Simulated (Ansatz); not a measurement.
**LiRe2 in the C11b ordering: coupling and resistivity against added charge**

How do λ and ρ of LiRe2 in the C11b ordering move with the band filling? The first relaxation steps of the session are not shown, so no cell shown is the starting entry, unless a step says so.

Calculated with Ansatz 0.2.0; DFT PBE, scalar-relativistic, plane waves, PAW; PAW set soft_1.

The structure was built from a prototype and need not be the compound's stable phase.

### Step 1. The cell after earlier relaxation steps

Symmetry: I4/mmm, No. 139, tetragonal system. Conventional cell: a = 3.123 Å, b = 3.123 Å, c = 8.528 Å, α = 90.00°, β = 90.00°, γ = 90.00°. Li has 10 Re at 2.66 to 2.79 Å nearest. Nearest to Re lie 4 Re at 2.57 Å and 5 Li at 2.66 to 2.79 Å. Farther neighbours are not listed.

Coordinates:

```cif
data_structure
_symmetry_space_group_name_H-M 'P 1'
_symmetry_Int_Tables_number 1
_cell_length_a 3.1232
_cell_length_b 3.1232
_cell_length_c 4.8018
_cell_angle_alpha 71.022
_cell_angle_beta 71.022
_cell_angle_gamma 90.000
_cell_volume 41.59
loop_
_atom_site_label
_atom_site_type_symbol
_atom_site_fract_x
_atom_site_fract_y
_atom_site_fract_z
_atom_site_occupancy
Li1 Li 0.00000 0.00000 0.00000 1
Re2 Re 0.67299 0.67299 0.65403 1
Re3 Re 0.32701 0.32701 0.34597 1
```

### Step 2. Relaxing tightly for phonons

Residual forces and stress shift phonon frequencies, so the cell is relaxed again, with tight thresholds and the mesh and smearing of this input. Earlier relaxation steps are not shown.

Contents of input.yaml:

```yaml
crystal:
  lattice:
    - [3.1232212887, 0.0, -1.6104e-06]
    - [0.0, 3.1232212887, -1.6104e-06]
    - [1.5616128428, 1.5616128428, 4.2638304262]
  atoms:
    - { symbol: Li, position: [0.0, 0.0, 0.0] }
    - { symbol: Re, position: [0.6729854055, 0.6729854055, 0.6540291891] }
    - { symbol: Re, position: [0.3270145945, 0.3270145945, 0.3459708109] }
kpoints:
  mp_grid: { grid: [10, 10, 10] }
hamiltonian:
  xc: pbe
  pseudopotentials: { kind: paw, azcp: { folder: soft_1 } }
scf:
  occupations: { method: methfessel_paxton, width: 0.2 }
output:
  forces: true
  stress: true
  eigenvalues: true
  write_density: true
  write_potential: true
  elf: true
  volumetric_format: npy
relax:
  adjacent_minimum: "off"
  f_tol: 0.001
  max_steps: 60
  cell: { stress_tol: 0.01 }
```

The run is started by

```console
ansatz run input.yaml --threads 4 --pin off --max-ram 12288MiB --backend cpu --events-out ev --progress --plain --runs-dir out
```

Numbers of over 12 decimals in the logs are rounded to 6 here.

Output:

```text
[the first part of the log is left out]
  E_vxc        = -589.718870  (∫ρ·V_xc dr)
  E_paw        = -17433.882976  (= ΣΔE_a)
  E_vpaw       = -321.238060  (= ΣTr[D̂ρ^β])
  E_aug_tail   = 0.000386  (compensation charges beyond the density's cutoff)
  E_ewald      = -3514.955950
  E_smearing   = -0.000711  (= −TS)
  E_closure    = 0.000000  (closes the sum)
  Σ components = -21942.475940   (vs F -21942.475940, Δ=0.00e0)
--- Forces (eV/Å), atoms counted from 1 ---
  atom   1  Li    -0.00000000     0.00000000     0.00000000
  atom   2  Re     0.00000000     0.00000000     0.00093697
  atom   3  Re    -0.00000000    -0.00000000    -0.00093697
  max |Σ_I F_I| component: 5.64e-18 eV/Å
--- Stress (GPa, compression-positive) ---
       -0.007715      -0.000000      -0.000000
       -0.000000      -0.007715      -0.000000
       -0.000000      -0.000000      -0.008773
  P = ⅓ Tr σ = -0.0081 GPa (-0.081 kbar)
--- Band table (eV; the first three rows and the last of 102) ---
  k-point 0: bands = ["-62.3090", "-62.1196", "-26.6986", "-24.3742", "-24.3742", "-24.2974", "-23.7177", "-23.6791", "-23.6791", "9.3136", "12.3903", "13.1232", "16.0281", "16.1132", "16.8954", "16.8954", "17.1310", "17.7128", "17.7128", "21.0533", "23.4674"]
  k-point 1: bands = ["-62.3083", "-62.1203", "-26.6992", "-24.3755", "-24.3755", "-24.2866", "-23.7284", "-23.6777", "-23.6777", "9.3861", "12.3675", "13.0992", "15.9173", "16.1213", "16.7432", "16.7432", "17.1924", "17.9283", "17.9283", "21.0336", "22.4481"]
  k-point 2: bands = ["-62.3065", "-62.1222", "-26.7007", "-24.3789", "-24.3789", "-24.2560", "-23.7585", "-23.6740", "-23.6740", "9.5918", "12.3096", "13.0371", "15.5862", "16.1428", "16.4915", "16.4915", "17.3539", "18.3595", "18.3595", "20.9822", "21.5845"]
  k-point 101: bands = ["-62.2043", "-62.1970", "-26.6833", "-24.6791", "-24.6742", "-24.0579", "-23.9049", "-23.7049", "-23.6994", "12.8412", "13.3068", "14.1303", "14.3107", "15.8374", "16.4562", "17.2890", "19.7301", "19.8635", "19.9449", "19.9577", "20.9643"]
--- Relaxed structure (1 steps of the walk, 1 accepted, 1 SCFs on fresh bases) ---
  F+E_penalty+E_count = -21942.47593982 eV   max|allowed force component| = 9.370e-4 eV/Å   (the final SCF, on the basis selected at the relaxed cell)
  cell:  # Å, volume = 41.5916 Å³
    - [3.1232212887, -4.1516455742689123e-13, -1.6103731145727818e-6]
    - [-4.151645574268925e-13, 3.1232212887, -1.6103731145727818e-6]
    - [1.561613, 1.561613, 4.263830]
  atoms:
    - { symbol: Li, position: [0.0, 0.0, 0.0] }
    - { symbol: Re, position: [0.672985, 0.672985, 0.6540291891] }
    - { symbol: Re, position: [0.327015, 0.327015, 0.345971] }
```

Wall time 2.6 s (4 threads of AMD EPYC 7R43, shared host); peak memory 0.52 GiB.

Little changed from the start: no atom moved by 0.005 Å and no cell edge by 0.1 %.

This step gave:

| Item | Value |
| --- | --- |
| pressure | -0.008068 GPa |
| volume per atom | 13.86 Å³/atom |
| metallic on mesh | yes |
| gap on the k-mesh | 0 eV |

Electrostatic potential energy in the ac plane of the conventional cell at fractional y = 0.000, with atoms of Li and Re within 0.2 Å of it. With pseudopotentials it is smooth inside the atoms' cores, unlike the true potential.

Values in eV, 24 rows by 14 columns, each cell a mean:
```
-16 -11   1  12  17  20  20  21  20  19  17   9  -4 -13
  5   7  13  17  18  19  20  20  20  19  18  16  11   6
 17  17  18  19  19  19  19  19  19  19  19  19  18  17
 17  18  18  19  19  19  18  18  18  19  19  19  18  18
  9  10  13  16  17  18  18  18  18  18  17  15  12  10
-23 -18  -7   5  13  16  18  18  18  15  11   2 -11 -20
-54 -50 -37 -18   2  14  17  18  17  11  -3 -24 -43 -52
-58 -58 -49 -29  -5  11  16  18  16   7 -11 -36 -54 -58
-56 -54 -41 -22   0  13  17  18  16  10  -6 -28 -47 -55
-32 -28 -15  -1  10  16  19  19  18  15   8  -5 -20 -29
  3   6  10  14  17  19  20  20  20  19  16  13   8   5
 16  17  18  19  20  20  21  21  21  20  20  19  17  17
 13  14  16  18  19  20  20  21  20  20  19  17  15  14
-12  -8   1   9  15  18  19  20  19  17  13   7  -3  -9
-47 -42 -29 -11   6  15  18  19  17  12   2 -16 -35 -44
-58 -58 -47 -27  -4  12  16  18  16   8 -10 -34 -52 -58
-58 -57 -46 -26  -3  12  17  18  16   9  -9 -32 -51 -57
-43 -38 -25  -7   7  15  18  18  17  13   4 -12 -30 -40
 -5  -2   5  11  15  17  18  18  18  17  14  10   3  -3
 15  15  17  18  18  18  18  18  18  18  18  17  16  15
 18  18  19  19  19  19  18  18  19  19  19  19  19  18
 13  15  17  18  19  19  19  19  19  19  19  18  16  14
 -5  -1   8  15  18  20  20  20  20  19  17  13   4  -3
-23 -16  -3  10  17  20  20  21  20  19  16   7  -8 -18
```
Columns run along a (3.1 Å; values clipped at the 3rd and 97th percentile), rows up along c (8.5 Å), edges of the conventional cell, whose origin can differ from the input's. Atoms in or near the plane, at fractional coordinates: Li at (0.00, 0.00), Re at (0.00, 0.33), Re at (0.00, 0.67).

ELF in the ac plane of the conventional cell at fractional y = 0.000, with atoms of Li and Re within 0.2 Å of it. It is the smooth field of the valence electrons, not physical close to the nuclei.

Values, 24 rows by 14 columns, each cell a mean:
```
0.72 0.51 0.15 0.06 0.15 0.30 0.37 0.39 0.36 0.26 0.12 0.07 0.25 0.58
0.10 0.08 0.08 0.15 0.27 0.36 0.39 0.40 0.38 0.33 0.24 0.13 0.08 0.09
0.19 0.22 0.29 0.36 0.40 0.41 0.40 0.40 0.40 0.40 0.39 0.34 0.27 0.21
0.29 0.32 0.38 0.44 0.45 0.43 0.40 0.39 0.41 0.44 0.45 0.43 0.36 0.31
0.22 0.24 0.30 0.37 0.42 0.43 0.41 0.40 0.42 0.44 0.42 0.35 0.27 0.23
0.50 0.46 0.38 0.31 0.32 0.37 0.39 0.40 0.39 0.36 0.30 0.31 0.40 0.47
0.68 0.68 0.61 0.43 0.27 0.27 0.35 0.39 0.34 0.25 0.29 0.48 0.66 0.69
0.50 0.61 0.67 0.52 0.28 0.22 0.32 0.38 0.29 0.22 0.34 0.59 0.68 0.58
0.62 0.67 0.67 0.50 0.27 0.22 0.32 0.38 0.29 0.21 0.32 0.56 0.69 0.65
0.57 0.55 0.46 0.32 0.23 0.26 0.35 0.39 0.32 0.24 0.25 0.37 0.51 0.56
0.35 0.34 0.32 0.31 0.31 0.35 0.38 0.39 0.37 0.33 0.31 0.31 0.33 0.35
0.54 0.53 0.51 0.48 0.45 0.43 0.41 0.40 0.41 0.43 0.46 0.49 0.52 0.53
0.42 0.42 0.41 0.40 0.40 0.39 0.40 0.40 0.40 0.40 0.40 0.41 0.42 0.42
0.42 0.40 0.34 0.28 0.26 0.30 0.36 0.39 0.35 0.28 0.26 0.29 0.36 0.40
0.64 0.65 0.59 0.42 0.25 0.24 0.33 0.39 0.31 0.22 0.27 0.47 0.63 0.66
0.54 0.63 0.68 0.53 0.29 0.22 0.32 0.38 0.29 0.21 0.34 0.59 0.70 0.61
0.58 0.65 0.66 0.48 0.27 0.24 0.33 0.38 0.31 0.23 0.32 0.55 0.67 0.62
0.67 0.64 0.52 0.35 0.27 0.32 0.38 0.39 0.36 0.29 0.29 0.41 0.57 0.65
0.32 0.30 0.29 0.32 0.37 0.41 0.40 0.39 0.40 0.40 0.36 0.31 0.30 0.31
0.24 0.27 0.34 0.42 0.45 0.44 0.41 0.40 0.42 0.45 0.44 0.39 0.31 0.26
0.28 0.31 0.38 0.42 0.44 0.42 0.40 0.40 0.41 0.43 0.44 0.41 0.36 0.30
0.10 0.12 0.18 0.27 0.34 0.38 0.39 0.39 0.39 0.38 0.33 0.24 0.15 0.11
0.32 0.20 0.08 0.09 0.21 0.33 0.38 0.40 0.38 0.30 0.17 0.07 0.09 0.23
0.89 0.72 0.25 0.05 0.13 0.28 0.37 0.39 0.35 0.23 0.09 0.08 0.41 0.81
```
Columns run along a (3.1 Å), rows up along c (8.5 Å), edges of the conventional cell, whose origin can differ from the input's. Atoms in or near the plane, at fractional coordinates: Li at (0.00, 0.00), Re at (0.00, 0.33), Re at (0.00, 0.67).

Valence density in the ac plane of the conventional cell at fractional y = 0.000, with atoms of Li and Re within 0.2 Å of it. It is the smooth field of the valence electrons, not physical close to the nuclei.

Values in e/Å³, 24 rows by 14 columns, each cell a mean:
```
5.3 3.2 0.8 0.1 0.1 0.1 0.1 0.1 0.1 0.1 0.1 0.2 1.4 3.9
0.5 0.3 0.2 0.1 0.1 0.2 0.2 0.2 0.2 0.2 0.1 0.1 0.2 0.4
0.2 0.2 0.2 0.2 0.2 0.2 0.2 0.2 0.2 0.2 0.2 0.2 0.2 0.2
0.2 0.2 0.2 0.3 0.3 0.3 0.3 0.3 0.3 0.3 0.3 0.2 0.2 0.2
0.5 0.5 0.4 0.4 0.3 0.3 0.3 0.3 0.3 0.3 0.4 0.4 0.4 0.5
2.2 1.9 1.2 0.7 0.5 0.4 0.3 0.3 0.3 0.4 0.5 0.9 1.5 2.0
6.1 5.4 3.6 1.8 0.8 0.4 0.3 0.3 0.3 0.5 0.9 2.2 4.3 5.7
7.0 6.8 5.1 2.6 1.0 0.4 0.3 0.3 0.3 0.5 1.3 3.3 5.9 6.9
6.4 6.0 4.2 2.0 0.8 0.3 0.3 0.2 0.3 0.4 1.0 2.6 4.9 6.1
3.1 2.7 1.7 0.9 0.4 0.3 0.2 0.2 0.2 0.3 0.5 1.1 2.1 2.8
0.8 0.7 0.5 0.3 0.2 0.2 0.2 0.2 0.2 0.2 0.3 0.4 0.6 0.7
0.4 0.4 0.3 0.2 0.2 0.2 0.1 0.1 0.1 0.2 0.2 0.3 0.3 0.4
0.5 0.4 0.4 0.3 0.2 0.2 0.1 0.1 0.2 0.2 0.2 0.3 0.4 0.4
1.5 1.3 0.8 0.5 0.3 0.2 0.2 0.2 0.2 0.2 0.3 0.6 1.0 1.4
4.9 4.3 2.8 1.4 0.6 0.3 0.2 0.2 0.2 0.4 0.7 1.7 3.4 4.5
6.9 6.7 4.9 2.4 0.9 0.4 0.3 0.3 0.3 0.5 1.2 3.1 5.7 6.8
6.9 6.5 4.7 2.3 0.9 0.4 0.3 0.3 0.3 0.5 1.2 2.9 5.4 6.7
4.4 3.8 2.4 1.2 0.6 0.4 0.3 0.3 0.3 0.5 0.7 1.5 2.9 4.0
1.1 0.9 0.7 0.5 0.4 0.4 0.3 0.3 0.3 0.4 0.4 0.6 0.8 1.0
0.3 0.3 0.3 0.3 0.3 0.3 0.3 0.3 0.3 0.3 0.3 0.3 0.3 0.3
0.2 0.2 0.2 0.2 0.2 0.2 0.2 0.2 0.2 0.2 0.2 0.2 0.2 0.2
0.2 0.1 0.1 0.2 0.2 0.2 0.2 0.2 0.2 0.2 0.2 0.1 0.1 0.1
2.0 1.2 0.3 0.1 0.1 0.1 0.1 0.2 0.1 0.1 0.1 0.1 0.5 1.4
8.1 5.1 1.2 0.2 0.1 0.1 0.1 0.1 0.1 0.1 0.1 0.3 2.2 6.0
```
Columns run along a (3.1 Å), rows up along c (8.5 Å), edges of the conventional cell, whose origin can differ from the input's. Atoms in or near the plane, at fractional coordinates: Li at (0.00, 0.00), Re at (0.00, 0.33), Re at (0.00, 0.67).

The largest force is now 9.4e-4 eV/Å and the largest stress component 0.0088 GPa, small enough for phonons.

(Part 1 of 5 ends here.)

[Logs are printed without paths, hosts, clocks, repeated set-up lines and the standing remarks that a program may print on its own settings, such as how far it seeks lower states.]

[Hosts, paths, dates, database ids (printed as entryN), source tags and the programs' standing remarks are cut or masked in the printed files.]
